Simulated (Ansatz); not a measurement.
## Rb2H2SeO: complex band structure

Aim: relax a made-up compound, Rb2H2SeO, and see how good a tunnel barrier it would be. It is built by putting Se for part of the O in the RbHO structure of space group P2_1, with the volume rescaled by atomic radii. The parent structure comes from the Materials Project.

Program: Ansatz 0.2.0. Level of theory: PBEsol DFT, plane waves, PAW files, in the first sound run; inputs show where later runs differ. Results are calculated unless marked as measured.

The structure was built from a prototype and need not be the compound's stable phase.

## (1) Set-up

The structure is triclinic, space group P1 (No. 1). The conventional cell has a = 4.277 Å, b = 4.390 Å, c = 5.967 Å, α = 90.00°, β = 110.55°, γ = 90.00°. Rb has 4 H at 2.90 to 2.96 Å and 3 O at 2.96 to 3.45 Å and 4 Se at 3.01 to 3.19 Å nearest. Nearest to Rb lie 4 H at 2.90 to 2.96 Å and 3 Se at 2.96 to 3.45 Å and 4 O at 3.01 to 3.19 Å. H has 1 O at 1.01 Å and 1 Se at 2.08 Å and 2 H at 2.31 Å and 4 Rb at 2.90 to 2.96 Å nearest. H has 1 Se at 1.01 Å and 1 O at 2.08 Å and 2 H at 2.31 Å and 4 Rb at 2.90 to 2.96 Å nearest. O has 3 H at 1.01 to 3.24 Å and 7 Rb at 2.96 to 3.45 Å nearest. Se has 3 H at 1.01 to 3.24 Å and 7 Rb at 2.96 to 3.45 Å nearest. It derives from RbHO. Se for part of the O in the RbHO structure of space group P2_1. Farther neighbours and most contacts between anions are not listed.

## (2) Relaxing the new crystal

The substituted atoms don't fit the parent's cell, so cell and atoms relax together. A small smearing keeps the run stable in case the gap closes on the way.

Contents of input.yaml:

```yaml
crystal:
  lattice:
    - [4.277477442, 0.0, 0.0]
    - [0.0, 4.3896636491, 0.0]
    - [-2.094686348, 0.0, 5.5871488586]
  atoms:
    - { symbol: Rb, position: [0.14169955, 0.76013229, 0.27577262] }
    - { symbol: Rb, position: [0.85830045, 0.26013229, 0.72422738] }
    - { symbol: H, position: [0.46581802, 0.89907598, 0.93530058] }
    - { symbol: H, position: [0.53418198, 0.39907598, 0.06469942] }
    - { symbol: O, position: [0.39014823, 0.73882873, 0.80478984] }
    - { symbol: Se, position: [0.60985177, 0.23882873, 0.19521016] }
kpoints:
  mp_grid: { grid: [6, 6, 4] }
scf:
  occupations: { method: gaussian, width: 0.03 }
hamiltonian:
  xc: pbesol
output:
  forces: true
  stress: true
relax:
  f_tol: 0.02
  max_steps: 60
  cell: {}
```

Command:

```
$ ansatz run input.yaml --threads 2 --pin off --max-ram 4096MiB --backend cpu --events-out ev --progress --plain --runs-dir out
```

Numbers of over 12 decimals in the logs are rounded to 6 here.

The log of the run:

```text
Engine: ansatz 0.2.0, aarch64-unknown-linux-gnu
Pseudopotentials: kind: paw
Pseudopotential: Rb, paw, valence charge 9, recommended cutoff 420 eV (normal), Rb.paw.azcp
Pseudopotential: H, paw, valence charge 1, recommended cutoff 420 eV (normal), H.paw.azcp
Pseudopotential: O, paw, valence charge 6, recommended cutoff 420 eV (normal), O.paw.azcp
Pseudopotential: Se, paw, valence charge 16, recommended cutoff 420 eV (normal), Se.paw.azcp
Functional definition: PBEsol
  exchange = pbesol_x
  correlation = pbesol_c
Crystal: 6 atoms, lattice volume = 104.908 Å³
Basis set: ecut = 420 eV, 2041 PW (Γ), exchange–correlation on 60×60×80 points (8 copies of the dense FFT grid, shifted against one another)
Bands: 27, of which v1, the nominal top of the filled ones, is band 21 counted from 1 (20 counted from 0)
Symmetry: 1 space group operations
Space group: P1 (ITA 1), of the structure as read, at distance tolerance 4.7e-5 Å
k-points: 76 of 144 (time reversal used)
Non-local potential: Rb, projectors of the file, l = 0: 3, l = 1: 2, l = 2: 2
Non-local potential: H, projectors of the file, l = 0: 2, l = 1: 1
Non-local potential: O, projectors of the file, l = 0: 2, l = 1: 2, l = 2: 1
Non-local potential: Se, projectors of the file, l = 0: 2, l = 1: 2, l = 2: 3, l = 3: 1
PAW form: soft (Blöchl's): semilocal exchange-correlation on the pseudo side does not see the compensation charge
PAW frozen core: Rb, regenerated for the run's functional, and the local potential with it (the file was generated under x = pbe(κ = 0.804, μ = 0.219515), c = pbe(β = 0.066725))
PAW frozen core: O, regenerated for the run's functional, and the local potential with it (the file was generated under x = pbe(κ = 0.804, μ = 0.219515), c = pbe(β = 0.066725))
PAW frozen core: Se, regenerated for the run's functional, and the local potential with it (the file was generated under x = pbe(κ = 0.804, μ = 0.219515), c = pbe(β = 0.066725))
PAW one-centre angular grid: Rb, 110 points (default); XC on 64 Gauss nodes
PAW one-centre angular grid: H, 110 points (default); XC on 64 Gauss nodes
PAW one-centre angular grid: O, 110 points (default); XC on 64 Gauss nodes
PAW one-centre angular grid: Se, 590 points (default); XC on 64 Gauss nodes
Initial density: superposition of atomic densities (neutral atoms: chi_scale 0, normalization atom), corrected by the library's trained network
Initial wavefunctions: pseudopotential atomic-orbital guess
Functional: x = pbesol(κ = 0.804, μ = 0.123457), c = pbesol(β = 0.046)
SCF iter   1: F=—  HF=-12447.620856 eV  |F-HF|=—  |Δ(HF+E_count)|=         —  Δρ=7.23e-3  dr2=4.35e-2  ethr=1.77e-3  ⟨swp⟩=7.5  Hψ=10939  notcnv=0  defer=1
preconditioner: auto → Resta (q_TF=auto, 2.342 Å⁻¹)  ε∞=3.0  [insulator: Δε(μ)=3.458 eV  Ē_g=13.407 eV  σ=0.030 eV  W_gap=1.00  n_scr=26 (ndim 8)  ℏωp=19.2 eV  f_vac=0.060  D(μ)=0.00/eV (n_scr^D=0)  ε∞_Penn≈3.0]
SCF iter   2: F=—  HF=-12447.617205 eV  |F-HF|=—  |Δ(HF+E_count)|=   3.65e-3  Δρ=3.31e-3  dr2=6.68e-3  ethr=1.04e-4  ⟨swp⟩=2.5  Hψ=4101  notcnv=0  defer=131
SCF iter   3: F=—  HF=-12447.618073 eV  |F-HF|=—  |Δ(HF+E_count)|=   8.69e-4  Δρ=1.49e-3  dr2=1.72e-3  ethr=1.59e-5  ⟨swp⟩=2.0  Hψ=3300  notcnv=0  defer=131
SCF iter   4: F=—  HF=-12447.618881 eV  |F-HF|=—  |Δ(HF+E_count)|=   8.07e-4  Δρ=2.97e-4  dr2=6.82e-5  ethr=4.10e-6  ⟨swp⟩=2.0  Hψ=3186  notcnv=0  defer=131
SCF iter   5: F=—  HF=-12447.618903 eV  |F-HF|=—  |Δ(HF+E_count)|=   2.25e-5  Δρ=7.66e-5  dr2=7.66e-6  ethr=1.62e-7  ⟨swp⟩=2.8  Hψ=3562  notcnv=0  defer=131
SCF iter   6: F=—  HF=-12447.618911 eV  |F-HF|=—  |Δ(HF+E_count)|=   8.10e-6  Δρ=2.51e-5  dr2=1.07e-6  ethr=1.82e-8  ⟨swp⟩=2.0  Hψ=3517  notcnv=0  defer=131
SCF iter   7: F=—  HF=-12447.618913 eV  |F-HF|=—  |Δ(HF+E_count)|=   1.49e-6  Δρ=9.24e-6  dr2=1.03e-7  ethr=2.55e-9  ⟨swp⟩=2.0  Hψ=3517  notcnv=0  defer=131
SCF iter   8: F=-12447.618913 eV  HF=-12447.618913 eV  |F-HF|=1.33e-8  |Δ(HF+E_count)|=   4.70e-8  Δρ=2.32e-6  dr2=9.37e-9  ethr=2.38e-10  ⟨swp⟩=5.0  Hψ=7876  notcnv=0
SCF 1 converged in 8 iterations: F = -12447.618913 eV  dr2 = 9.37e-9
  greatest PAW one-centre occupation: 1.000 electrons in one spin orbital (limit 2), on the Se atom at site 5 (counted from 0), in its partial waves of l = 2
relax step   1: F+E_penalty+E_count = -12447.61891281 eV  Δ(F+E_penalty+E_count) = +0.000e0 eV  max|allowed force component| = 2.267e1 eV/Å  Δτ_max = 0.0000 Å  P = +22.801 GPa  Ω = 104.908 Å³  (8 SCF iters, dr2 threshold 1.00e-7 eV, accepted)
Crystal: 6 atoms, lattice volume = 117.949 Å³
Basis set: ecut = 420 eV, 2335 PW (Γ), exchange–correlation on 60×60×80 points (8 copies of the dense FFT grid, shifted against one another)
Initial density: handed on by an earlier stage of this run
Initial wavefunctions: those handed on with the density
iter 1 solved again at ethr=1.12e-3 eV; its pass at ethr=3.10e-3 eV (dr2=4.72e-1 eV) is discarded
SCF iter   1: F=—  HF=-12452.717482 eV  |F-HF|=—  |Δ(HF+E_count)|=         —  Δρ=2.61e-2  dr2=4.73e-1  ethr=1.12e-3  ⟨swp⟩=1.0  Hψ=14622  notcnv=0
preconditioner: auto → Resta (q_TF=auto, 2.297 Å⁻¹)  ε∞=2.9  [insulator: Δε(μ)=3.253 eV  Ē_g=13.092 eV  σ=0.030 eV  W_gap=1.00  n_scr=26 (ndim 8)  ℏωp=18.1 eV  f_vac=0.089  D(μ)=0.00/eV (n_scr^D=0)  ε∞_Penn≈2.9]
SCF iter   2: F=—  HF=-12452.614859 eV  |F-HF|=—  |Δ(HF+E_count)|=   1.03e-1  Δρ=1.26e-2  dr2=9.56e-2  ethr=1.12e-3  ⟨swp⟩=2.2  Hψ=3341  notcnv=0
SCF iter   3: F=—  HF=-12452.601482 eV  |F-HF|=—  |Δ(HF+E_count)|=   1.34e-2  Δρ=2.74e-3  dr2=7.50e-3  ethr=2.28e-4  ⟨swp⟩=3.1  Hψ=4608  notcnv=0  defer=16
SCF iter   4: F=—  HF=-12452.596814 eV  |F-HF|=—  |Δ(HF+E_count)|=   4.67e-3  Δρ=9.65e-4  dr2=8.69e-4  ethr=1.79e-5  ⟨swp⟩=2.0  Hψ=4490  notcnv=0  defer=134
SCF iter   5: F=—  HF=-12452.596905 eV  |F-HF|=—  |Δ(HF+E_count)|=   9.04e-5  Δρ=6.88e-4  dr2=4.55e-4  ethr=2.07e-6  ⟨swp⟩=2.0  Hψ=3519  notcnv=0  defer=134
SCF iter   6: F=—  HF=-12452.596890 eV  |F-HF|=—  |Δ(HF+E_count)|=   1.48e-5  Δρ=1.20e-4  dr2=2.14e-5  ethr=1.08e-6  ⟨swp⟩=2.0  Hψ=2982  notcnv=0  defer=134
SCF iter   7: F=—  HF=-12452.596911 eV  |F-HF|=—  |Δ(HF+E_count)|=   2.13e-5  Δρ=3.32e-5  dr2=1.68e-6  ethr=5.08e-8  ⟨swp⟩=2.0  Hψ=3514  notcnv=0  defer=134
SCF iter   8: F=-12452.596915 eV  HF=-12452.596914 eV  |F-HF|=1.55e-7  |Δ(HF+E_count)|=   3.02e-6  Δρ=7.50e-6  dr2=1.04e-7  ethr=1.43e-9  ⟨swp⟩=5.6  Hψ=8121  notcnv=0
SCF 2 converged in 8 iterations: F = -12452.596915 eV  dr2 = 1.04e-7
[...]
relax step  17: F+E_penalty+E_count = -12454.30102454 eV  Δ(F+E_penalty+E_count) = -1.322e-4 eV  max|allowed force component| = 4.026e-3 eV/Å  Δτ_max = 0.0114 Å  P = +0.006 GPa  Ω = 129.466 Å³  energy of the carried Pulay correction = -3.023e-2 eV  (6 SCF iters, dr2 threshold 2.64e-8 eV, accepted)
relax step  18: F+E_penalty+E_count = -12454.37182530 eV  Δ(F+E_penalty+E_count) = -7.080e-2 eV  max|allowed force component| = 2.275e-2 eV/Å  Δτ_max = 0.0000 Å  P = +0.603 GPa  Ω = 129.466 Å³  stress off target by 7.71e-1 GPa  SCF on the basis re-selected at this cell (its energy is not comparable with the rows above)  (9 SCF iters)
relax step  19: F+E_penalty+E_count = -12454.37807173 eV  Δ(F+E_penalty+E_count) = -6.246e-3 eV  max|allowed force component| = 2.372e-2 eV/Å  Δτ_max = 0.0948 Å  P = +0.165 GPa  Ω = 132.981 Å³  energy of the carried Pulay correction = -3.546e-3 eV  (7 SCF iters, dr2 threshold 6.00e-7 eV, accepted)
relax step  20: F+E_penalty+E_count = -12454.37765302 eV  Δ(F+E_penalty+E_count) = +4.187e-4 eV  max|allowed force component| = 8.847e-3 eV/Å  Δτ_max = 0.0163 Å  P = +0.006 GPa  Ω = 134.134 Å³  energy of the carried Pulay correction = -4.828e-3 eV  (6 SCF iters, dr2 threshold 1.04e-7 eV, accepted)
relax step  21: F+E_penalty+E_count = -12454.37749002 eV  Δ(F+E_penalty+E_count) = +1.630e-4 eV  max|allowed force component| = 3.667e-2 eV/Å  Δτ_max = 0.0182 Å  P = -0.037 GPa  Ω = 134.286 Å³  energy of the carried Pulay correction = -4.999e-3 eV  (9 SCF iters, accepted)
relax step  22: F+E_penalty+E_count = -12454.37766705 eV  Δ(F+E_penalty+E_count) = -1.770e-4 eV  max|allowed force component| = 8.893e-3 eV/Å  Δτ_max = 0.0134 Å  P = +0.006 GPa  Ω = 134.232 Å³  energy of the carried Pulay correction = -4.940e-3 eV  (6 SCF iters, dr2 threshold 8.40e-8 eV, accepted)
relax step  23: F+E_penalty+E_count = -12454.38325250 eV  Δ(F+E_penalty+E_count) = -5.585e-3 eV  max|allowed force component| = 6.765e-3 eV/Å  Δτ_max = 0.0000 Å  P = +0.024 GPa  Ω = 134.232 Å³  stress off target by 5.72e-2 GPa  SCF on the basis re-selected at this cell (its energy is not comparable with the rows above)  (8 SCF iters)
relax step  24: F+E_penalty+E_count = -12454.38315733 eV  Δ(F+E_penalty+E_count) = +9.517e-5 eV  max|allowed force component| = 1.944e-3 eV/Å  Δτ_max = 0.0131 Å  P = +0.000 GPa  Ω = 134.471 Å³  energy of the carried Pulay correction = -2.294e-4 eV  (7 SCF iters, dr2 threshold 8.17e-9 eV, accepted)
relax step  25: F+E_penalty+E_count = -12454.38307297 eV  Δ(F+E_penalty+E_count) = +8.436e-5 eV  max|allowed force component| = 2.613e-2 eV/Å  Δτ_max = 0.0261 Å  P = -0.018 GPa  Ω = 134.595 Å³  energy of the carried Pulay correction = -3.465e-4 eV  (9 SCF iters, accepted)
relax step  26: F+E_penalty+E_count = -12454.38308804 eV  Δ(F+E_penalty+E_count) = -1.507e-5 eV  max|allowed force component| = 5.197e-3 eV/Å  Δτ_max = 0.0044 Å  P = +0.003 GPa  Ω = 134.578 Å³  energy of the carried Pulay correction = -3.329e-4 eV  (5 SCF iters, dr2 threshold 4.27e-8 eV, accepted)
Basis set: ecut = 420 eV, 2623 PW (Γ), exchange–correlation on 72×72×90 points (8 copies of the dense FFT grid, shifted against one another)
iter 1 solved again at ethr=7.46e-8 eV; its pass at ethr=3.10e-3 eV (dr2=3.13e-5 eV) is discarded
SCF iter   1: F=—  HF=-12454.382609 eV  |F-HF|=—  |Δ(HF+E_count)|=         —  Δρ=1.35e-4  dr2=7.67e-7  ethr=7.46e-8  ⟨swp⟩=4.1  Hψ=17607  notcnv=0
preconditioner: auto → Resta (q_TF=auto, 2.247 Å⁻¹)  ε∞=2.8  [insulator: Δε(μ)=1.864 eV  Ē_g=12.255 eV  σ=0.030 eV  W_gap=1.00  n_scr=26 (ndim 8)  ℏωp=16.3 eV  f_vac=0.121  D(μ)=0.00/eV (n_scr^D=0)  ε∞_Penn≈2.8]
SCF iter   2: F=—  HF=-12454.383222 eV  |F-HF|=—  |Δ(HF+E_count)|=   6.13e-4  Δρ=6.80e-5  dr2=1.91e-7  ethr=1.83e-9  ⟨swp⟩=2.3  Hψ=3448  notcnv=0
SCF iter   3: F=—  HF=-12454.383407 eV  |F-HF|=—  |Δ(HF+E_count)|=   1.86e-4  Δρ=2.13e-5  dr2=2.70e-8  ethr=4.55e-10  ⟨swp⟩=2.1  Hψ=3121  notcnv=0
SCF iter   4: F=—  HF=-12454.383427 eV  |F-HF|=—  |Δ(HF+E_count)|=   1.95e-5  Δρ=2.59e-6  dr2=4.42e-9  ethr=6.42e-11  ⟨swp⟩=3.0  Hψ=4115  notcnv=0
SCF iter   5: F=—  HF=-12454.383427 eV  |F-HF|=—  |Δ(HF+E_count)|=   1.51e-7  Δρ=5.26e-7  dr2=5.55e-10  ethr=1.05e-11  ⟨swp⟩=2.1  Hψ=3107  notcnv=0
SCF iter   6: F=—  HF=-12454.383427 eV  |F-HF|=—  |Δ(HF+E_count)|=   1.88e-9  Δρ=2.61e-7  dr2=1.46e-10  ethr=1.32e-12  ⟨swp⟩=2.0  Hψ=3648  notcnv=0
SCF iter   7: F=-12454.383427 eV  HF=-12454.383427 eV  |F-HF|=3.09e-11  |Δ(HF+E_count)|=  2.60e-10  Δρ=1.05e-7  dr2=3.11e-11  ethr=1.00e-12  ⟨swp⟩=5.0  Hψ=7411  notcnv=0
SCF 27 converged in 7 iterations: F = -12454.383427 eV  dr2 = 3.11e-11
relax step  27: F+E_penalty+E_count = -12454.38342679 eV  Δ(F+E_penalty+E_count) = -3.388e-4 eV  max|allowed force component| = 5.195e-3 eV/Å  Δτ_max = 0.0000 Å  P = +0.004 GPa  Ω = 134.578 Å³  stress off target by 1.42e-2 GPa  SCF on the basis re-selected at this cell (its energy is not comparable with the rows above)  (7 SCF iters)
basis re-selected at this cell: Δ(F+E_penalty+E_count) = -3.388e-4 eV, ΔP = +0.001 GPa vs the last step (what re-selecting the basis moved, of the pressure what is left beyond the Pulay correction that the steps carried, after the strain that the cell walked since its last selection, with what the two solves' SCF thresholds leave and, on support functions, any second-order correction that the steps lacked; it is no measure of the basis error at this ecutwfc). The dense FFT grid was sized anew with the basis: this SCF ran on 36×36×45 points, the steps before it on 32×36×45, so part of this shift can come from that change (see relax.cell in the input reference). [rest of the remark cut]
SCF converged after 7 iterations
Free energy (F): -12454.383427 eV
Harris-Foulkes:  -12454.383427 eV  (|F-HF|=3.09e-11)
Internal energy: -12454.383427 eV  (E = F + TS)
E sigma→0 (E₀):  -12454.383427 eV
Fermi energy:    4.953967 eV
--- Per-component energies (eV) ---
  E_band       = -616.186891
  E_kinetic    = 707.732965
  E_local      = -4586.682014  (includes V_loc(G=0)·N_el)
  E_nonlocal   = -192.265054
  E_hartree    = 1919.322343
  E_xc         = -453.385703
  E_vxc        = -488.434701  (∫ρ·V_xc dr)
  E_paw        = -7159.704845  (= ΣΔE_a)
  E_vpaw       = 104.817294  (= ΣTr[D̂ρ^β])
  E_aug_tail   = -0.000338  (compensation charges beyond the density's cutoff)
  E_ewald      = -2690.691861
  E_core_change = 1.291080  (= ΣΔE_core)
  E_smearing   = -0.000000  (= −TS)
  E_closure    = 0.000000  (closes the sum)
  Σ components = -12454.383427   (vs F -12454.383427, Δ=0.00e0)
--- Forces (eV/Å), atoms counted from 1 ---
  atom   1  Rb    -0.00111315    -0.00008042     0.00475636
  atom   2  Rb    -0.00069482    -0.00054002    -0.00519503
  atom   3  H      0.00335013     0.00142185    -0.00161133
  atom   4  H      0.00413820    -0.00476303     0.00139571
  atom   5  O     -0.00462984     0.00374552    -0.00371952
  atom   6  Se    -0.00105095     0.00021622     0.00437449
  max |Σ_I F_I| component: 6.88e-7 eV/Å
--- Stress (GPa, compression-positive) ---
        0.003922       0.000838       0.005271
        0.000838       0.014112      -0.000706
        0.005271      -0.000706      -0.006316
  P = ⅓ Tr σ = 0.0039 GPa (0.039 kbar)
--- Relaxed structure (24 steps of the walk, 23 accepted, 3 SCFs on fresh bases) ---
  F+E_penalty+E_count = -12454.38342679 eV   max|allowed force component| = 5.195e-3 eV/Å   (the final SCF, on the basis selected at the relaxed cell)
  cell:  # Å, volume = 134.5784 Å³
    - [4.792209, -8.554415689198373e-5, 0.046414]
    - [-8.778773961834681e-5, 4.883357, -0.00074139]
    - [-2.286125, -0.000901748, 5.728565]
  atoms:
    - { symbol: Rb, position: [0.180023, 0.716098, 0.323045] }
    - { symbol: Rb, position: [0.916113, 0.216492, 0.774128] }
    - { symbol: H, position: [0.456441, 0.876674, 0.940657] }
    - { symbol: H, position: [0.456519, 0.555094, -0.059272] }
    - { symbol: O, position: [0.371905, 0.715783, 0.830595] }
    - { symbol: Se, position: [0.619000, 0.215933, 0.190847] }
```

It took 4.2 min on 2 threads of Arm Neoverse V2, shared host; peak memory 0.52 GiB; 8.4 min of CPU time.

Relaxation path (22 of 27):

```
step  energy less that of the first step (eV)  largest force component (eV/Å)  pressure (GPa)  volume (Å³)
   1                                   0.0000                         22.6653           22.80       104.91
   2                                  -4.9780                          5.6248            6.00       117.95
   3                                  -5.6665                          2.4743            2.02       124.92
   5                                  -5.8908                          0.6027            0.09       128.34
   6                                  -5.9571                          0.6174            0.60       126.58
   7                                  -6.0906                          0.5204            0.43       127.56
   8                                  -6.1116                          2.6376            0.27       127.20
  10                                  -6.5548                          0.7857            0.68       127.48
  11                                  -6.6423                          0.2237           -0.04       130.87
  12                                  -6.5867                          2.0669            1.09       129.32
  13                                  -6.6583                          0.1212           -0.16       131.22
  15                                  -6.6818                          0.0163            0.00       129.51
  16                                  -6.6820                          0.0206            0.00       129.51
  17                                  -6.6821                          0.0040            0.01       129.47
 18*                                  -6.7529                          0.0227            0.60       129.47
  20                                  -6.7587                          0.0088            0.01       134.13
  21                                  -6.7586                          0.0367           -0.04       134.29
  22                                  -6.7588                          0.0089            0.01       134.23
 23*                                  -6.7643                          0.0068            0.02       134.23
  25                                  -6.7642                          0.0261           -0.02       134.60
  26                                  -6.7642                          0.0052            0.00       134.58
 27*                                  -6.7645                          0.0052            0.00       134.58
```

Relaxation steps marked * repeat the geometry before them on a plane-wave basis chosen anew for their cell, so energy and pressure can jump there. Other such steps can lie between the rows shown. Relaxation step 12 was tried and not accepted.

```csv
cell as run,before,after,change
a (Å),4.277,4.792,+12.0 %
b (Å),4.390,4.883,+11.2 %
c (Å),5.967,6.168,+3.4 %
α (°),90.00,90.02,+0.0 %
β (°),110.55,111.20,+0.6 %
volume (Å³/atom),17.48,22.43,+28.3 %
```

The atoms that moved most (Å, as changes of fractional coordinates times the final cell):

```csv
atom,dx,dy,dz,length
H4,-0.089,0.762,-0.714,1.048
Rb2,0.163,-0.213,0.289,0.394
Rb1,0.076,-0.215,0.273,0.355
O5,-0.146,-0.113,0.147,0.236
H3,-0.057,-0.109,0.030,0.127
Se6,0.054,-0.112,-0.025,0.126
```

Final coordinates:

```xyz
6
Lattice="4.7922 -0.0001 0.0464 -0.0001 4.8834 -0.0007 -2.2861 -0.0009 5.7286" Properties=species:S:1:pos:R:3 pbc="T T T"
Rb    0.1241    3.4967    1.8584
Rb    2.6204    1.0564    4.4770
H     0.0368    4.2802    5.4092
H     2.3232    2.7107   -0.3188
O    -0.1167    3.4946    4.7749
Se    2.5301    1.0543    1.1219
```

Numbers from this step:

```
free energy  : -12454.3834 eV
Fermi energy : 4.954 eV
pressure     : 0.003906 GPa
```

The largest force component on a free atom ends at 0.0052 eV/Å.

(Part 1 of 3 ends here.)

[Logs are printed without paths, hosts, clocks, repeated set-up lines and the standing remarks that a program may print on its own settings, such as how far it seeks lower states.]

[Hosts, paths, dates, database ids (printed as entryN), source tags and the programs' standing remarks are cut or masked in the printed files.]
